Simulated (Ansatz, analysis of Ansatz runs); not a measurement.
# CsLi2Cl3 (Immm), V_Cl hop (3.8 Å): attempt frequency at charge +1

Aim: the prefactor of a hop in CsLi2Cl3 (Immm) (V_Cl hop (3.8 Å), charge +1) from the modes of the moving atom at the start and at the top of a path found beforehand. Model: a cell of 72 host atoms with 1 Cl taken out.

Method: plane-wave PAW DFT, PBEsol; finite-difference force constants of the moving atom alone, in Ansatz 0.2.0.

### Step 1. Set-up

The cell holds 71 atoms: 12 Cs, 24 Li and 35 Cl. Cell: a = 13.503 Å, b = 11.191 Å, c = 12.249 Å, α = 90.0°, β = 90.0°, γ = 66.3°. It derives from CsLi2Cl3 (space group Immm). Nearest the centre at fractional (0.208, 0.875, 0.614): Cl19 at 1.68 Å, Li12 at 1.88 Å, Cs24 at 3.03 Å, Cs1 at 3.04 Å, Cl14 at 3.28 Å, Cl37 at 3.30 Å, Li28 at 3.50 Å, Li5 at 3.51 Å. The cell carries charge +1.

The cell's shortest repeat is 11.2 Å.

### Step 2. Vibrations of the moving atom at the start point

Harmonic transition-state theory takes the prefactor from the modes at the minimum and at the top. Only the moving atom is displaced, by 0.02 Å, which takes six displaced runs and a reference; the host's atoms are held.

Input file qp1.start.modes/input.yaml:

```yaml
crystal:
  lattice:
    - [13.50322694, 0.0, 0.0]
    - [4.50107565, 10.24633985, 0.0]
    - [0.0, 0.0, 12.2489163]
  atoms:
    - { symbol: Cs, position: [-0.00819543, 0.01001208, 0.50004887] }
    - { symbol: Cs, position: [0.08221761, 0.25483291, -0.00018204] }
    - { symbol: Cs, position: [0.16465699, 0.49252998, 0.4998984] }
    - { symbol: Cs, position: [0.25037104, 0.74955548, -7.171e-05] }
    - { symbol: Li, position: [-0.00042646, 0.00219209, 0.80710583] }
    - { symbol: Li, position: [0.08044834, 0.25931006, 0.30825612] }
    - { symbol: Li, position: [0.16719995, 0.49947508, 0.80681219] }
    - { symbol: Li, position: [0.25015884, 0.74962129, 0.27462713] }
    - { symbol: Li, position: [-0.00076465, 0.00244359, 0.19270795] }
    - { symbol: Li, position: [0.08060573, 0.25939741, 0.69142173] }
    - { symbol: Li, position: [0.16706988, 0.49954026, 0.19290512] }
    - { symbol: Li, position: [0.25061368, 0.74923854, 0.72522639] }
    - { symbol: Cl, position: [0.00042222, 0.50071348, 0.27272957] }
    - { symbol: Cl, position: [0.08078563, 0.75160246, 0.77625092] }
    - { symbol: Cl, position: [0.17287475, -0.01382277, 0.28546352] }
    - { symbol: Cl, position: [0.25008241, 0.24980738, 0.76896772] }
    - { symbol: Cl, position: [0.00038385, 0.50088739, 0.72705327] }
    - { symbol: Cl, position: [0.08055988, 0.75160557, 0.22316486] }
    - { symbol: Cl, position: [0.17311026, -0.01380749, 0.71446996] }
    - { symbol: Cl, position: [0.25008744, 0.24971659, 0.23044504] }
    - { symbol: Cl, position: [0.00342891, 0.00104146, -0.00014017] }
    - { symbol: Cl, position: [0.08252351, 0.25051098, 0.49984342] }
    - { symbol: Cl, position: [0.17101137, 0.49931037, -0.00014325] }
    - { symbol: Cs, position: [0.33541663, 0.00812942, 0.49978183] }
    - { symbol: Cs, position: [0.41818803, 0.24454286, -0.00040287] }
    - { symbol: Cs, position: [0.50849585, 0.4900621, 0.49985297] }
    - { symbol: Cs, position: [0.58389715, 0.74940872, -9.469e-05] }
    - { symbol: Li, position: [0.3333229, -0.00040339, 0.80675567] }
    - { symbol: Li, position: [0.41958438, 0.24086389, 0.30814365] }
    - { symbol: Li, position: [0.50140232, 0.49682646, 0.80706377] }
    - { symbol: Li, position: [0.58502536, 0.74755766, 0.30704706] }
    - { symbol: Li, position: [0.33305383, -0.00014954, 0.19293835] }
    - { symbol: Li, position: [0.41959781, 0.24131681, 0.69141682] }
    - { symbol: Li, position: [0.50112699, 0.49679371, 0.19266019] }
    - { symbol: Li, position: [0.58523128, 0.74759392, 0.69265021] }
    - { symbol: Cl, position: [0.32757453, 0.51286087, 0.28515753] }
    - { symbol: Cl, position: [0.42006009, 0.74749839, 0.77659604] }
    - { symbol: Cl, position: [0.49979985, -0.00114328, 0.27264849] }
    - { symbol: Cl, position: [0.57898511, 0.25358143, 0.77050315] }
    - { symbol: Cl, position: [0.32786994, 0.51254178, 0.71466396] }
    - { symbol: Cl, position: [0.41980225, 0.74756715, 0.22320892] }
    - { symbol: Cl, position: [0.49976275, -0.00089661, 0.72714338] }
    - { symbol: Cl, position: [0.57890304, 0.25350306, 0.22919494] }
    - { symbol: Cl, position: [0.32932563, 0.00013412, -0.0001894] }
    - { symbol: Cl, position: [0.41759244, 0.24994114, 0.49978252] }
    - { symbol: Cl, position: [0.49724313, 0.49815742, -0.00013873] }
    - { symbol: Cl, position: [0.57735894, 0.74920034, 0.49984758] }
    - { symbol: Cs, position: [0.66814451, -0.00382803, 0.49967243] }
    - { symbol: Cs, position: [0.75034694, 0.24967537, -0.00054557] }
    - { symbol: Cs, position: [0.83181186, 0.504331, 0.49978656] }
    - { symbol: Cs, position: [0.91645292, 0.75040952, -0.00018878] }
    - { symbol: Li, position: [0.66694739, -0.00171548, 0.80740445] }
    - { symbol: Li, position: [0.75016939, 0.24987148, 0.30595704] }
    - { symbol: Li, position: [0.83353556, 0.50119847, 0.80746431] }
    - { symbol: Li, position: [0.9150676, 0.75235142, 0.30702878] }
    - { symbol: Li, position: [0.66688422, -0.00151962, 0.19223044] }
    - { symbol: Li, position: [0.75041224, 0.24968653, 0.69350084] }
    - { symbol: Li, position: [0.83343768, 0.50092652, 0.1922517] }
    - { symbol: Li, position: [0.91506866, 0.75257445, 0.69266408] }
    - { symbol: Cl, position: [0.66889941, 0.49701818, 0.27190923] }
    - { symbol: Cl, position: [0.75014119, 0.74987013, 0.77025332] }
    - { symbol: Cl, position: [0.831554, 0.0023929, 0.27200219] }
    - { symbol: Cl, position: [0.92190121, 0.24566485, 0.77055598] }
    - { symbol: Cl, position: [0.66908428, 0.49704274, 0.72769809] }
    - { symbol: Cl, position: [0.7501093, 0.74972377, 0.2296395] }
    - { symbol: Cl, position: [0.83169632, 0.00235504, 0.72788903] }
    - { symbol: Cl, position: [0.92164364, 0.24576051, 0.22905607] }
    - { symbol: Cl, position: [0.66724785, -0.00048719, -0.00012394] }
    - { symbol: Cl, position: [0.75019705, 0.25000791, 0.49985593] }
    - { symbol: Cl, position: [0.83319486, 0.50008215, -0.00016006] }
    - { symbol: Cl, position: [0.92267324, 0.75104729, 0.49985857] }
  symmetry: { detect: false }
total_charge: 1
basis:
  ecutwfc: 420
  xc_grid: 2
hamiltonian:
  xc: pbesol
kpoints:
  mp_grid: { grid: [1, 1, 1], shift: [0.25, 0.25, 0.25] }
scf:
  occupations: { method: fixed }
  max_iter: 150
phonons:
  supercell: [1, 1, 1]
  displaced_sites: [18]
  amplitude: 0.02
```

On the command line:

```bash
ansatz run input.yaml --threads 32 --pin off --max-ram 84787MiB --backend cuda --events-out ev --progress --plain --runs-dir out --max-vram 78GiB
```

Numbers of over 12 decimals in the logs are rounded to 6 here.

The log of the run:

```text
Engine: ansatz 0.2.0, aarch64-unknown-linux-gnu
[...]
Pseudopotential: Cs, paw, valence charge 9, recommended cutoff 420 eV (normal), Cs.paw.azcp
Pseudopotential: Li, paw, valence charge 3, recommended cutoff 420 eV (normal), Li.paw.azcp
Pseudopotential: Cl, paw, valence charge 7, recommended cutoff 420 eV (normal), Cl.paw.azcp
Functional definition: PBEsol
[...]
Crystal: 71 atoms, lattice volume = 1694.744 Å³
Basis set: ecut = 420 eV, 33169 PW (Γ), exchange–correlation on 192×150×180 points (8 copies of the dense FFT grid, shifted against one another)
Bands: 283, of which v1, the nominal top of the filled ones, is band 212 counted from 1 (211 counted from 0)
[...]
k-points: 1
[...]
Functional: x = pbesol(κ = 0.804, μ = 0.123457), c = pbesol(β = 0.046)
SCF iter   1: F=—  HF=-109167.002359 eV  |F-HF|=—  |Δ(HF+E_count)|=         —  Δρ=2.31e-3  dr2=1.42e-1  ethr=1.77e-3  ⟨swp⟩=5.0  Hψ=929  notcnv=0  defer=66
[...]
SCF iter   2: F=—  HF=-109166.934065 eV  |F-HF|=—  |Δ(HF+E_count)|=   6.83e-2  Δρ=1.02e-3  dr2=2.55e-2  ethr=3.36e-5  ⟨swp⟩=3.0  Hψ=517  notcnv=0  defer=69
[...]
SCF 1 converged in 9 iterations: F = -109166.935360 eV  dr2 = 5.49e-10
[...]
SCF iter   7: F=-109166.934757 eV  HF=-109166.934757 eV  |F-HF|=2.91e-11  |Δ(HF+E_count)|=  3.35e-10  Δρ=2.50e-8  dr2=1.59e-11  ethr=1.00e-12  ⟨swp⟩=4.0  Hψ=896  notcnv=0
[...]
SCF iter   5: F=-109166.934818 eV  HF=-109166.934818 eV  |F-HF|=8.73e-11  |Δ(HF+E_count)|=  1.89e-10  Δρ=5.23e-8  dr2=4.94e-11  ethr=1.00e-12  ⟨swp⟩=4.0  Hψ=887  notcnv=0
[...]
SCF 7 converged in 5 iterations: F = -109166.935087 eV  dr2 = 4.72e-11
SCF converged after 9 iterations
[...]
--- Band table (eV) ---
[...]
--- Phonons: 6 displaced members + reference (amplitude 0.02 Å, Σ member SCF iterations 36) ---
  symmetry images taken by strict's conditions (phonons.symmetry_images: auto; settled by no image being taken that strict refuses)
  force constants formed among 1 of 71 sites (Cl 18); the other 70 at rest. The modes move the named sites alone.
  the frequencies, the zero-point energy and the sums are of the block with the acoustic sum rule laid on its rows. Row sums over every site: 1.4e-4 eV/Å² at the most
  transpose residual: 1.2e-4 eV/Å²
  largest component of a force at the reference: 1.5e-3 eV/Å on a named site, 1.8e-2 eV/Å on a site at rest
  frequencies among the named sites at Γ of the cell (cm⁻¹): 99.83 147.32 149.53
  unstable modes among the named sites: 0
  frequencies as built, with no sum rule (cm⁻¹): 99.82 147.32 149.53
  zero-point energy: 0.024591 eV/cell   skipped modes (ω ≤ 0): 0
  not written: the harmonic force-constant file, the file of eigenvectors (these modes' are written with the force constants), the density of states and the dispersion, which are of every site
[...]
```

It took 3.7 s on 1 × NVIDIA GB200 with 32 threads of Arm Neoverse V2, shared host; peak memory 2 GiB; 16 s of CPU time.

Reading the cycles: dr2 is the Hartree energy of the density residual (eV), the measure of convergence; HF is the Harris–Foulkes estimate of the energy, which meets the free energy F at convergence.

Read from the output:

```yaml
free_energy: -109166.9354 eV
frequencies_of_moving_atom: 99.83, 147.3, 149.5 cm⁻¹ (negative: imaginary)
```

The three modes are 100, 147 and 150 cm⁻¹: all real, a minimum for this atom with the others held.

### Step 3. Vibrations of the moving atom at the top of the path

The same at the top, where the mode along the path should be imaginary.

Input file qp1.top.modes/input.yaml:

```yaml
crystal:
  lattice:
    - [13.50322694, 0.0, 0.0]
    - [4.50107565, 10.24633985, 0.0]
    - [0.0, 0.0, 12.2489163]
  atoms:
    - { symbol: Cs, position: [-0.01796034, 0.02110221, 0.48500277] }
    - { symbol: Cs, position: [0.08515251, 0.24707615, -0.00382818] }
[... 2 atom lines left out ...]
    - { symbol: Li, position: [-0.01371204, -0.0081794, 0.80682563] }
[... 2 atom lines left out ...]
    - { symbol: Li, position: [0.2467628, 0.7600623, 0.28548168] }
[... 1 atom line left out ...]
    - { symbol: Li, position: [0.07791461, 0.26913268, 0.68154141] }
[... 1 atom line left out ...]
    - { symbol: Li, position: [0.25950557, 0.71882761, 0.72176242] }
[... 1 atom line left out ...]
    - { symbol: Cl, position: [0.07900951, 0.75214018, 0.78871935] }
[... 4 atom lines left out ...]
    - { symbol: Cl, position: [0.20522955, -0.10955317, 0.614238] }
[... 2 atom lines left out ...]
    - { symbol: Cl, position: [0.08343352, 0.25529709, 0.4932057] }
[... 1 atom line left out ...]
    - { symbol: Cs, position: [0.33960525, 0.0182345, 0.48223193] }
[... 3 atom lines left out ...]
    - { symbol: Li, position: [0.35171313, -0.01792693, 0.80180734] }
[... 8 atom lines left out ...]
    - { symbol: Cl, position: [0.42465898, 0.73614582, 0.78356128] }
[... 2 atom lines left out ...]
    - { symbol: Cl, position: [0.32586233, 0.49042075, 0.73030725] }
[... 30 atom lines left out ...]
    - { symbol: Cl, position: [0.91949985, 0.75156642, 0.50111689] }
  symmetry: { detect: false }
total_charge: 1
basis:
  ecutwfc: 420
  xc_grid: 2
hamiltonian:
  xc: pbesol
kpoints:
  mp_grid: { grid: [1, 1, 1], shift: [0.25, 0.25, 0.25] }
scf:
  occupations: { method: fixed }
  max_iter: 150
phonons:
  supercell: [1, 1, 1]
  displaced_sites: [18]
  amplitude: 0.02
```

The log of the run:

```text
[...]
Crystal: 71 atoms, lattice volume = 1694.744 Å³
Basis set: ecut = 420 eV, 33169 PW (Γ), exchange–correlation on 192×150×180 points (8 copies of the dense FFT grid, shifted against one another)
Bands: 283, of which v1, the nominal top of the filled ones, is band 212 counted from 1 (211 counted from 0)
[...]
k-points: 1
[...]
SCF iter   1: F=—  HF=-109166.609266 eV  |F-HF|=—  |Δ(HF+E_count)|=         —  Δρ=2.32e-3  dr2=1.35e-1  ethr=1.77e-3  ⟨swp⟩=6.0  Hψ=928  notcnv=0  defer=67
[...]
SCF iter   2: F=—  HF=-109166.567616 eV  |F-HF|=—  |Δ(HF+E_count)|=   4.17e-2  Δρ=9.95e-4  dr2=2.20e-2  ethr=3.18e-5  ⟨swp⟩=3.0  Hψ=505  notcnv=0  defer=69
[...]
SCF 1 converged in 9 iterations: F = -109166.564155 eV  dr2 = 3.94e-10
[...]
SCF iter   7: F=-109166.563630 eV  HF=-109166.563630 eV  |F-HF|=5.82e-11  |Δ(HF+E_count)|=  9.60e-10  Δρ=3.58e-8  dr2=3.88e-11  ethr=1.00e-12  ⟨swp⟩=4.0  Hψ=899  notcnv=0
[...]
SCF iter   5: F=-109166.563667 eV  HF=-109166.563667 eV  |F-HF|=7.28e-11  |Δ(HF+E_count)|=  1.16e-10  Δρ=5.89e-8  dr2=5.96e-11  ethr=1.00e-12  ⟨swp⟩=4.0  Hψ=889  notcnv=0
[...]
SCF 7 converged in 5 iterations: F = -109166.563707 eV  dr2 = 5.63e-11
SCF converged after 9 iterations
[...]
--- Band table (eV) ---
[...]
transpose residual: 4.8e-4 eV/Å²
[...]
frequencies among the named sites at Γ of the cell (cm⁻¹): -53.46 139.23 215.31
  unstable modes among the named sites: 1
  frequencies as built, with no sum rule (cm⁻¹): -53.46 139.23 215.31
  zero-point energy: 0.021979 eV/cell   skipped modes (ω ≤ 0): 1, of them read as no rigid motion or as one in doubt: 1 (1.000e0 modes/cell left out, lowest -53.46 cm⁻¹)
[...]
```

It took 3.6 s on 1 × NVIDIA GB200 with 32 threads; peak memory 2.1 GiB; 15 s of CPU time.

Read from the output:

* free energy: -109166.5642 eV
* frequencies of moving atom: -53.46, 139.2, 215.3 cm⁻¹ (negative: imaginary)

The three modes are 53i, 139 and 215 cm⁻¹: one imaginary, a saddle of first order for this atom with the others held.

### Step 4. Attempt frequency and hop rate

Analysis of the runs above: harmonic transition-state theory from the moving atom's modes alone (Vineyard), PBEsol.

It gives:

```yaml
attempt_frequency: 2.199 THz
```

Table of hop rate by temperature:

```tsv
temperature (K)	hop rate (1/s)
200	973
300	1.3e6
400	4.6e7
600	1.7e9
800	1.0e10
1000	3.0e10
```

### Step 5. What came out

| Quantity | Value |
| --- | --- |
| attempt frequency (attempt frequency and hop rate) | 2.20 THz |

The attempt frequency, the product of the three frequencies at the start over that of the two real ones at the top (Vineyard), is 2.2 THz. With the barrier of 0.37 eV it gives 1.7e+09 hops a second at 600 K along this one path; equivalent neighbouring sites multiply that. The host's atoms were held, though they move along the path too, so the prefactor is rough. What this leaves open: one k-point off the zone centre stands for the whole zone; spin–orbit coupling, which can matter with heavy atoms, is left out.

[Logs are printed without paths, hosts, clocks, repeated set-up lines and the standing remarks that a program may print on its own settings, such as how far it seeks lower states.]

[Hosts, paths, dates, database ids (printed as entryN), source tags and the programs' standing remarks are cut or masked in the printed files.]
